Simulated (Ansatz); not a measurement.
**TiNb2 in the C11b ordering: lattice stability ahead of a resistivity run**

The plan: relax TiNb2 in the C11b ordering, check its phonons, and, if the lattice is stable, compute its Eliashberg function and ρ(T).

Method: DFT PBE, scalar-relativistic, plane waves, PAW, in Ansatz 0.2.0.

Most raw output is cut from this account.

The structure was built from a prototype and need not be the compound's stable phase.

## Step 1: Set-up

The structure is tetragonal, space group I4/mmm (No. 139). Conventional cell: a = 3.294 Å, b = 3.294 Å, c = 9.881 Å, α = 90.00°, β = 90.00°, γ = 90.00°. Nearest to Ti lie 8 Nb at 2.85 Å. Nearest to Nb lie 4 Ti at 2.85 Å and 4 Nb at 2.85 Å. Farther neighbours are not listed.

## Step 2: A first look on a coarse mesh

A single point on a coarse mesh shows the starting pressure, whether the crystal is a metal and what a step costs.

Input file input.yaml:

```yaml
crystal:
  lattice:
    - [3.29355, 0.0, 0.0]
    - [0.0, 3.29355, 0.0]
    - [1.64677, 1.64677, 4.94032]
  atoms:
    - { symbol: Ti, position: [0.0, 0.0, 0.0] }
    - { symbol: Nb, position: [0.66666667, 0.66666667, 0.66666667] }
    - { symbol: Nb, position: [0.33333333, 0.33333333, 0.33333333] }
kpoints:
  mp_grid: { grid: [6, 6, 6] }
hamiltonian:
  xc: pbe
scf:
  occupations: { method: gaussian, width: 0.1 }
output:
  forces: true
  stress: true
  eigenvalues: true
```

Command:

```bash
$ ansatz run input.yaml --threads 4 --pin off --max-ram 8192MiB --backend cpu --events-out ev --progress --plain --runs-dir out
```

Run time: 0.61 s. Hardware: 4 threads of Arm Neoverse V2, shared host; peak memory 0.35 GiB; 1.9 s of CPU time.

Numbers from this step:

```
pressure          : -1.540 GPa
volume per atom   : 17.86 Å³
metallic on mesh  : yes
gap on the k-mesh : 0 eV
```

The start is at -1.5 GPa on this mesh and has no gap.

## Step 3: Relaxation

The structure is brought to rest under this functional.

input.yaml, the sections that differ from step 2:

```yaml
kpoints:
  mp_grid: { grid: [10, 10, 10] }
output:
  forces: true
  stress: true
  eigenvalues: true
  write_density: true
  write_potential: true
  elf: true
  volumetric_format: npy
relax:
  adjacent_minimum: "off"
  f_tol: 0.005
  max_steps: 80
  cell: { stress_tol: 0.05 }
# crystal, hamiltonian, scf: as in step 2
```

Wall time 13 s (4 threads); peak memory 0.45 GiB.

Relaxation path:

```
step  energy less that of the first step (eV)  largest force component (eV/Å)  pressure (GPa)  volume (Å³)
   1                                   0.0000                          0.4809           -1.20        53.59
   2                                   0.0295                          0.7500            4.83        52.19
   3                                  -0.0232                          0.0133           -1.88        54.12
   4                                  -0.0274                          0.0332            0.57        53.20
   5                                  -0.0279                          0.0038           -0.02        53.39
  6*                                  -0.0278                          0.0038           -0.02        53.39
```

Relaxation steps marked * repeat the geometry before them on a plane-wave basis chosen anew for their cell, so energy and pressure can jump there. Relaxation step 2 was tried and not accepted.

The run keeps the 16 symmetry operations that it works with, so distortions that break them were not tested.

```
conventional cell, symmetrised  before  after  change
                         a (Å)   3.294  3.309  +0.5 %
                         b (Å)   3.294  3.309  +0.5 %
                         c (Å)   9.881  9.751  -1.3 %
              volume (Å³/atom)   17.86  17.80  -0.4 %
```

The atoms that moved most (Å, as changes of fractional coordinates times the final cell):

```
atom     dx     dy      dz  length
 Nb3  0.000  0.000   0.046   0.046
 Nb2  0.000  0.000  -0.046   0.046
```

The relaxed structure:

```xyz
3
Lattice="3.3092 0.0000 0.0000 0.0000 3.3092 0.0000 1.6546 1.6546 4.8756" Properties=species:S:1:pos:R:3 pbc="T T T"
Ti    0.0000    0.0000    0.0000
Nb    3.3092    3.3092    3.2042
Nb    1.6546    1.6546    1.6714
```

Numbers from this step:

```
pressure        : -0.01557 GPa
volume per atom : 17.80 Å³
```

Valence density in the ac plane of the conventional cell at fractional y = 0.000, with atoms of Ti and Nb within 0.2 Å of it. It is the smooth field of the valence electrons, not physical close to the nuclei.

Ten even steps from '0' (0.17 × 1e0 e/Å³) to '9' (9.64 × 1e0 e/Å³), each cell a mean:
```
87310000000147
21000000000012
00000000000000
00000000000000
00000000000000
10000000000000
43200000000123
45410000000245
44310000000134
21000000000011
00000000000000
00000000000000
00000000000000
00000000000000
33100000000123
45310000000245
55310000000245
22100000000012
00000000000000
00000000000000
00000000000000
00000000000000
43100000000024
98410000000269
```
Columns run along a (3.3 Å), rows up along c (9.8 Å), edges of the conventional cell, whose origin can differ from the input's. Atoms in or near the plane, at fractional coordinates: Ti at (0.00, 0.00), Nb at (0.00, 0.33), Nb at (0.00, 0.67).

ELF in the ac plane of the conventional cell at fractional y = 0.000, with atoms of Ti and Nb within 0.2 Å of it. It is the smooth field of the valence electrons, not physical close to the nuclei.

Values, 24 rows by 14 columns, each cell a mean:
```
0.35 0.49 0.58 0.37 0.17 0.22 0.39 0.47 0.35 0.18 0.20 0.45 0.58 0.44
0.47 0.44 0.31 0.19 0.19 0.34 0.47 0.51 0.44 0.28 0.18 0.22 0.36 0.45
0.16 0.17 0.21 0.29 0.38 0.44 0.45 0.45 0.45 0.42 0.36 0.27 0.20 0.17
0.32 0.35 0.43 0.48 0.49 0.44 0.38 0.36 0.39 0.45 0.49 0.47 0.40 0.34
0.22 0.24 0.31 0.39 0.43 0.43 0.40 0.39 0.41 0.44 0.43 0.37 0.28 0.23
0.42 0.39 0.32 0.27 0.29 0.38 0.45 0.47 0.44 0.35 0.27 0.27 0.34 0.40
0.66 0.69 0.64 0.44 0.25 0.26 0.37 0.43 0.35 0.23 0.28 0.50 0.69 0.70
0.33 0.53 0.71 0.58 0.29 0.19 0.28 0.35 0.25 0.19 0.37 0.65 0.69 0.47
0.55 0.67 0.71 0.53 0.26 0.20 0.31 0.37 0.28 0.20 0.33 0.60 0.71 0.62
0.60 0.57 0.45 0.29 0.23 0.31 0.43 0.48 0.40 0.27 0.24 0.34 0.50 0.58
0.20 0.21 0.23 0.29 0.37 0.46 0.50 0.51 0.49 0.43 0.35 0.27 0.22 0.21
0.34 0.36 0.43 0.49 0.52 0.51 0.48 0.47 0.49 0.51 0.51 0.47 0.40 0.35
0.25 0.27 0.34 0.41 0.47 0.50 0.50 0.49 0.50 0.50 0.46 0.39 0.31 0.26
0.32 0.30 0.26 0.24 0.29 0.40 0.48 0.51 0.47 0.37 0.27 0.24 0.27 0.31
0.69 0.69 0.61 0.40 0.24 0.26 0.37 0.44 0.34 0.23 0.26 0.46 0.66 0.69
0.37 0.56 0.71 0.57 0.29 0.18 0.28 0.34 0.25 0.18 0.36 0.64 0.70 0.51
0.47 0.62 0.71 0.55 0.27 0.20 0.31 0.38 0.28 0.20 0.35 0.62 0.70 0.56
0.65 0.63 0.52 0.33 0.24 0.31 0.42 0.46 0.39 0.28 0.26 0.40 0.57 0.63
0.26 0.25 0.24 0.28 0.35 0.42 0.44 0.44 0.43 0.39 0.33 0.27 0.25 0.26
0.28 0.32 0.39 0.46 0.48 0.44 0.39 0.37 0.40 0.45 0.48 0.44 0.36 0.30
0.25 0.29 0.36 0.43 0.46 0.44 0.40 0.39 0.41 0.45 0.46 0.41 0.33 0.27
0.23 0.21 0.18 0.21 0.30 0.41 0.47 0.49 0.46 0.38 0.27 0.19 0.18 0.21
0.55 0.55 0.46 0.26 0.17 0.28 0.44 0.50 0.41 0.22 0.16 0.32 0.52 0.56
0.15 0.34 0.57 0.43 0.18 0.19 0.36 0.45 0.32 0.15 0.23 0.50 0.54 0.27
```
Columns run along a (3.3 Å), rows up along c (9.8 Å), edges of the conventional cell, whose origin can differ from the input's. Atoms in or near the plane, at fractional coordinates: Ti at (0.00, 0.00), Nb at (0.00, 0.33), Nb at (0.00, 0.67).

Electrostatic potential energy in the ac plane of the conventional cell at fractional y = 0.000, with atoms of Ti and Nb within 0.2 Å of it. With pseudopotentials it is smooth inside the atoms' cores, unlike the true potential.

Ten even steps from '0' (-64 eV) to '9' (18 eV), each cell a mean:
```
55578999998655
66789999999876
99999999999999
99999999999999
99999999999999
67889999999876
12468999998632
00157999987410
00358999997520
45689999999765
88999999999998
99999999999999
99999999999999
77899999999987
23578999998643
00257999987410
00258999997410
34679999998754
88899999999988
99999999999999
99999999999999
88899999999988
55679999998765
55568999998655
```
Columns run along a (3.3 Å; values clipped at the 3rd and 97th percentile), rows up along c (9.8 Å), edges of the conventional cell, whose origin can differ from the input's. Atoms in or near the plane, at fractional coordinates: Ti at (0.00, 0.00), Nb at (0.00, 0.33), Nb at (0.00, 0.67).

The largest force is now 0.0038 eV/Å and the largest stress component 0.020 GPa.

## Step 4: Tight relaxation

Residual forces and stress shift phonon frequencies, so the cell is relaxed again, with tight thresholds and the mesh and smearing of this input.

input.yaml, the sections that differ from step 3:

```yaml
crystal:
  lattice:
    - [3.3092485842, 0.0, 1.6746e-06]
    - [0.0, 3.3092485842, 1.6746e-06]
    - [1.6546218248, 1.6546218248, 4.8756449948]
  atoms:
    - { symbol: Ti, position: [0.0, 0.0, 0.0] }
    - { symbol: Nb, position: [0.6714059029, 0.6714059029, 0.6571881942] }
    - { symbol: Nb, position: [0.3285940971, 0.3285940971, 0.3428118058] }
kpoints:
  mp_grid: { grid: [8, 8, 8] }
scf:
  occupations: { method: methfessel_paxton, width: 0.2 }
relax:
  adjacent_minimum: "off"
  f_tol: 0.001
  max_steps: 60
  cell: { stress_tol: 0.01 }
# hamiltonian, output: as in step 3
```

Wall time 4.6 s (4 threads); peak memory 0.41 GiB; 17 s of CPU time.

Little changed from the start: no atom moved by 0.005 Å and no cell edge by 0.1 %.

Numbers from this step:

```
pressure        : -0.002674 GPa
volume per atom : 17.79 Å³
```

Valence density in the ac plane of the conventional cell at fractional y = 0.000, with atoms of Ti and Nb within 0.2 Å of it. It is the smooth field of the valence electrons, not physical close to the nuclei.

Values in units of 1e0 e/Å³, 24 rows by 14 columns, each cell a mean:
```
8.3 6.9 3.7 1.2 0.4 0.2 0.2 0.2 0.2 0.2 0.5 1.7 4.8 7.4
2.4 1.9 0.9 0.4 0.2 0.2 0.2 0.2 0.2 0.2 0.3 0.5 1.2 2.1
0.3 0.3 0.2 0.2 0.2 0.2 0.2 0.2 0.2 0.2 0.2 0.2 0.3 0.3
0.2 0.2 0.2 0.2 0.2 0.2 0.2 0.2 0.2 0.2 0.2 0.2 0.2 0.2
0.3 0.3 0.3 0.2 0.2 0.2 0.2 0.2 0.2 0.2 0.2 0.2 0.3 0.3
1.2 1.0 0.7 0.4 0.3 0.2 0.2 0.2 0.2 0.3 0.3 0.5 0.8 1.1
4.2 3.7 2.4 1.1 0.5 0.3 0.2 0.2 0.2 0.3 0.6 1.4 2.9 3.9
4.7 5.1 4.0 1.9 0.7 0.3 0.2 0.2 0.2 0.4 0.9 2.5 4.6 5.0
4.8 4.6 3.2 1.5 0.6 0.3 0.2 0.2 0.2 0.3 0.7 1.9 3.8 4.7
2.1 1.8 1.1 0.6 0.3 0.2 0.2 0.2 0.2 0.2 0.4 0.7 1.3 1.9
0.4 0.3 0.3 0.2 0.2 0.2 0.2 0.2 0.2 0.2 0.2 0.2 0.3 0.4
0.2 0.2 0.2 0.2 0.2 0.2 0.2 0.2 0.2 0.2 0.2 0.2 0.2 0.2
0.2 0.2 0.2 0.2 0.2 0.2 0.2 0.2 0.2 0.2 0.2 0.2 0.2 0.2
0.7 0.6 0.5 0.3 0.2 0.2 0.2 0.2 0.2 0.2 0.2 0.3 0.5 0.7
3.5 3.1 1.9 0.9 0.4 0.2 0.2 0.2 0.2 0.3 0.5 1.1 2.3 3.2
4.8 5.0 3.8 1.8 0.6 0.3 0.2 0.2 0.2 0.3 0.9 2.4 4.4 5.0
4.9 4.9 3.6 1.7 0.6 0.3 0.2 0.2 0.2 0.3 0.8 2.2 4.2 5.0
2.8 2.4 1.5 0.7 0.4 0.3 0.2 0.2 0.2 0.3 0.4 0.9 1.8 2.6
0.6 0.5 0.4 0.3 0.3 0.2 0.2 0.2 0.2 0.2 0.3 0.3 0.4 0.5
0.2 0.2 0.2 0.2 0.2 0.2 0.2 0.2 0.2 0.2 0.2 0.2 0.2 0.2
0.2 0.2 0.2 0.2 0.2 0.2 0.2 0.2 0.2 0.2 0.2 0.2 0.2 0.2
0.6 0.5 0.3 0.2 0.2 0.2 0.2 0.2 0.2 0.2 0.2 0.3 0.4 0.6
4.9 3.9 1.9 0.7 0.3 0.2 0.2 0.2 0.2 0.2 0.3 0.9 2.5 4.2
9.6 8.3 4.6 1.5 0.4 0.2 0.2 0.2 0.2 0.2 0.6 2.2 6.0 8.8
```
Columns run along a (3.3 Å), rows up along c (9.7 Å), edges of the conventional cell, whose origin can differ from the input's. Atoms in or near the plane, at fractional coordinates: Ti at (0.00, 0.00), Nb at (0.00, 0.33), Nb at (0.00, 0.67).

Electrostatic potential energy in the ac plane of the conventional cell at fractional y = 0.000, with atoms of Ti and Nb within 0.2 Å of it. With pseudopotentials it is smooth inside the atoms' cores, unlike the true potential.

Ten even steps from '_' (-64 eV) to '@' (18 eV), each cell a mean:
```
++++++##%%@@@@@@@@@@%%**++++
****##%%@@@@@@@@@@@@@@%%##**
@@@@@@@@@@@@@@@@@@@@@@@@@@@@
@@@@@@@@@@@@@@@@@@@@@@@@@@@@
@@@@@@@@@@@@@@@@@@@@@@@@@@@@
**##%%%%@@@@@@@@@@@@@@%%##**
..::==**%%@@@@@@@@@@%%**--::
____..++##@@@@@@@@%%##==..__
____--++%%@@@@@@@@@@##++::__
==++**%%@@@@@@@@@@@@@@##**++
%%%%@@@@@@@@@@@@@@@@@@@@@@%%
@@@@@@@@@@@@@@@@@@@@@@@@@@@@
@@@@@@@@@@@@@@@@@@@@@@@@@@@@
####%%@@@@@@@@@@@@@@@@@@%%##
::--++##%%@@@@@@@@@@%%**==--
____::++##@@@@@@@@%%##==..__
____::++%%@@@@@@@@@@##==..__
--==**##@@@@@@@@@@@@%%##++==
%%%%%%@@@@@@@@@@@@@@@@@@%%%%
@@@@@@@@@@@@@@@@@@@@@@@@@@@@
@@@@@@@@@@@@@@@@@@@@@@@@@@@@
%%%%%%@@@@@@@@@@@@@@@@@@%%%%
++++**##@@@@@@@@@@@@%%##**++
++++++**%%@@@@@@@@@@%%**++++
```
Columns run along a (3.3 Å; values clipped at the 3rd and 97th percentile), rows up along c (9.7 Å), edges of the conventional cell, whose origin can differ from the input's. Atoms in or near the plane, at fractional coordinates: Ti at (0.00, 0.00), Nb at (0.00, 0.33), Nb at (0.00, 0.67).

ELF in the ac plane of the conventional cell at fractional y = 0.000, with atoms of Ti and Nb within 0.2 Å of it. It is the smooth field of the valence electrons, not physical close to the nuclei.

Ten even steps from '_' (0.15) to '@' (0.71), each cell a mean:
```
--++##--__..==++--__..++##++
++++::____--++**++::__..--++
____..::==++++++++==--::____
::--==++++++==--==++**++==--
....::==++========++++--::..
====--::::==++++++--::::--==
@@@@%%++....--++--..::**@@@@
--**@@##::__::--..__--%%@@++
##@@@@**..__::--::__--##@@%%
####++::..::==++==::..--**##
__....::--++******++--::....
----==++****++++******++==--
..::--==++**********++==::::
--::....::==++**++--::..::::
@@@@%%==....--++--....++%%@@
--##@@##::__::--..__--%%@@**
++%%@@##::__::==::__--%%@@##
%%%%**--..::==++==::::==##%%
......::--==++++++==--::....
::::==++++++==--==++++++--::
..::--==++++======++++==--::
....__..::==++++++==::____..
####++::__::++**==..__--**##
__--##==____--++--__..****::
```
Columns run along a (3.3 Å), rows up along c (9.7 Å), edges of the conventional cell, whose origin can differ from the input's. Atoms in or near the plane, at fractional coordinates: Ti at (0.00, 0.00), Nb at (0.00, 0.33), Nb at (0.00, 0.67).

The largest force is now 4.5e-5 eV/Å and the largest stress component 0.0045 GPa, small enough for phonons.

## Step 5: Phonons: q 2×2×2, k 6×6×6

Couplings are defined for a stable lattice alone, so phonons come first.

Input file input.yaml:

```yaml
crystal:
  lattice:
    - [3.3093498458, 0.0, 1.6747e-06]
    - [0.0, 3.3093498458, 1.6747e-06]
    - [1.6546724565, 1.6546724565, 4.8738803789]
  atoms:
    - { symbol: Ti, position: [0.0, 0.0, 0.0] }
    - { symbol: Nb, position: [0.6713810184, 0.6713810184, 0.6572379633] }
    - { symbol: Nb, position: [0.3286189816, 0.3286189816, 0.3427620367] }
kpoints:
  mp_grid: { grid: [6, 6, 6] }
hamiltonian:
  xc: pbe
scf:
  occupations: { method: methfessel_paxton, width: 0.2 }
output:
  eigenvalues: true
phonons:
  method: dfpt
  qmesh: [2, 2, 2]
  temperatures: { t_max: 1000, t_step: 50 }
  qpath:
    path:
      - [[0.0, 0.0, 0.0], [0.5, 0.5, 0.5], [0.5, 0.5, 0.75], [0.5, 0.0, 0.5], [0.0, 0.0, 0.0], [0.0, 0.0, 0.5], [0.44237036, 0.0, 0.72118518]]
      - [[0.55762964, 0.0, 0.27881482], [0.0, 0.0, 0.0]]
      - [[0.5, 0.5, 0.5], [0.55762964, 0.44237036, 0.5]]
      - [[0.44237036, 0.44237036, 0.94237036], [0.0, 0.0, 0.5]]
    npoints: 10
```

Elapsed: 60 s, on 4 threads; peak memory 0.81 GiB; 3.8 min of CPU time.

Numbers from this step:

```yaml
zero_point_energy: 0.07320 eV/cell
share_of_imaginary_modes_in_the_plain_interpolation_between_solved_wavevectors: 0.0012
highest_frequency_solved_or_plainly_interpolated: 217.9 cm⁻¹
debye_temperature_second_moment: 256 K
```

Solved on the 2×2×2 mesh alone; all other wavevectors are interpolated. Phonon branches along the path, in cm⁻¹:

```
     point  branch 1  branch 2  branch 3  branch 4  branch 5  branch 6  branch 7  branch 8  branch 9
         Γ         0         0         0       157       157       192       196       196       206
   halfway        75        86       109       135       145       151       167       169       178
         X        84       120       120       123       125       134       140       162       166
   halfway        90       113       114       127       130       131       145       160       166
         P       102       102       110       129       129       134       153       153       164
   halfway        84       116       119       124       130       145       153       156       159
         N        41        97       112       121       132       147       161       165       181
   halfway        34        54       100       134       150       154       180       188       196
         Γ         0         0         0       157       157       192       196       196       206
   halfway       -20       -20        75       118       118       179       209       211       211
         M        37        37        64        64       118       156       213       218       218
   halfway        41        88        90       101       104       143       190       196       209
         S        35       104       118       125       128       133       156       172       184
jump to S0        35       104       118       125       128       133       156       172       184
   halfway        28        57       111       140       151       153       172       180       197
         Γ         0         0         0       157       157       192       196       196       206
 jump to X        84       120       120       123       125       134       140       162       166
   halfway        85       119       120       123       125       134       140       162       166
         R        88       117       122       123       124       134       140       162       166
 jump to G        88       117       122       123       124       134       140       162       166
   halfway        67       101       103       105       112       136       178       182       193
         M        37        37        64        64       118       156       213       218       218
```

(Continued in part 2 of 2.)

[Logs are printed without paths, hosts, clocks, repeated set-up lines and the standing remarks that a program may print on its own settings, such as how far it seeks lower states.]

[Hosts, paths, dates, database ids (printed as entryN), source tags and the programs' standing remarks are cut or masked in the printed files.]
